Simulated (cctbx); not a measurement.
# Diagnosing a refinement

Cell a = 3.9710 Å, b = 3.9710 Å, c = 27.7320 Å, α = 90.00°, β = 90.00°, γ = 90.00°; space group I4/mmm (no. 139). The compound is Sr3Zn2Co2S2O5.

The data are simulated with cctbx, not measured: Cu Kα, λ = 1.54184 Å, to d = 0.8 Å, 95 % of the full sphere, strongest reflection 5000 counts, noise from counting, a 1.5 % proportional error and a noise floor of 15 counts (s.d.); no absorption.

An anisotropic refinement with weights 1/σ² prints:

```text
Rint 0.074, 175 unique reflections to 0.80 A
cycle     R1     wR2    GooF  max shift (A)
   1  0.0677  0.1079   3.498   0.01379
   2  0.0632  0.0941   3.048   0.00001
final R1 0.0632 wR2 0.0941 GooF 3.048  parameters 17  data/parameter 10.3
atom        x        y        z      Ueq    occ   su(xyz)  su(Uiso or U11)
Sr1    0.00000  0.00000  0.36482   0.0255  1.000  0.00013  0.0014
Sr2    0.50000  0.50000  0.00000   0.0082  1.000  0.00000  0.0014
Zn1    0.50000  0.00000  0.25000   0.0165  1.000  0.00000  0.0014
Co1    0.50000  0.50000  0.42792   0.0158  1.000  0.00022  0.0019
S1     0.50000  0.50000  0.29867   0.0122  1.000  0.00026  0.0029
O1     0.00000  0.50000  0.41754   0.0373  1.000  0.00070  0.0115
difference map: max 12.76 min -2.99 rms 0.54
Q1    0.0000  0.0000  0.0000    2   12.76  2.00 A from Co1
Q2    0.0000  0.0000  0.0647    4    2.63  0.20 A from Co1
Q3    0.0000  0.0000  0.4721    4    1.84  0.77 A from Sr2
Q4    0.0000  0.0000  0.3724    4    1.68  0.21 A from Sr1
Q5    0.0000  0.0000  0.2893    4    1.33  2.09 A from Sr1
Q6    0.0000  0.3449  0.3168   16    1.19  1.91 A from Sr1
```

**Question.** Can this result stand? If not, what is the likely fault?

Mend it. The fault: an atom left out, O at (0, 0, 0). Against the right model at the same level, R1 goes from 0.0210 to 0.0632 and GooF from 0.94 to 3.05 and the top difference peak, 12.8 e/Å³, lies 2.00 Å from Co1. Q1 is the missing atom. With scattering power missing, scale and phases suffer, so peaks may also grow on the heavy atoms.

The compound is Sr3Zn2Co2S2O5. The right model at the same level gives:

```text
Rint 0.074, 175 unique reflections to 0.80 A
cycle     R1     wR2    GooF  max shift (A)
   1  0.0344  0.0522   1.701   0.00722
   2  0.0210  0.0290   0.945   0.00001
final R1 0.0210 wR2 0.0290 GooF 0.945  parameters 19  data/parameter 9.2
atom        x        y        z      Ueq    occ   su(xyz)  su(Uiso or U11)
Sr1    0.00000  0.00000  0.36504   0.0243  1.000  0.00004  0.0004
Sr2    0.50000  0.50000  0.00000   0.0105  1.000  0.00000  0.0005
Zn1    0.50000  0.00000  0.25000   0.0179  1.000  0.00000  0.0005
Co1    0.50000  0.50000  0.42816   0.0157  1.000  0.00007  0.0006
S1     0.50000  0.50000  0.29836   0.0133  1.000  0.00008  0.0009
O1     0.00000  0.00000  0.00000   0.0290  1.000  0.00000  0.0047
O2     0.00000  0.50000  0.41781   0.0348  1.000  0.00020  0.0035
difference map: max 1.52 min -1.51 rms 0.32
Q1    0.0000  0.0000  0.4674    4    1.55  0.90 A from Sr2
Q2    0.0000  0.3546  0.2962   16    1.06  1.41 A from Zn1
Q3    0.0000  0.5000  0.0602    8    1.05  0.61 A from O2
Q4    0.1665  0.1665  0.2952   16    0.98  1.88 A from S1
Q5    0.0000  0.5000  0.0244    8    0.98  1.60 A from O2
Q6    0.0000  0.1626  0.0000    8    0.96  0.65 A from O1
```

This is a model crystal, built by substitution and not relaxed, with assumed displacement parameters.

[Middle refinement cycles are left out of these outputs.]

[Logs are printed without paths, hosts, clocks, repeated set-up lines and the standing remarks that a program may print on its own settings, such as how far it seeks lower states.]
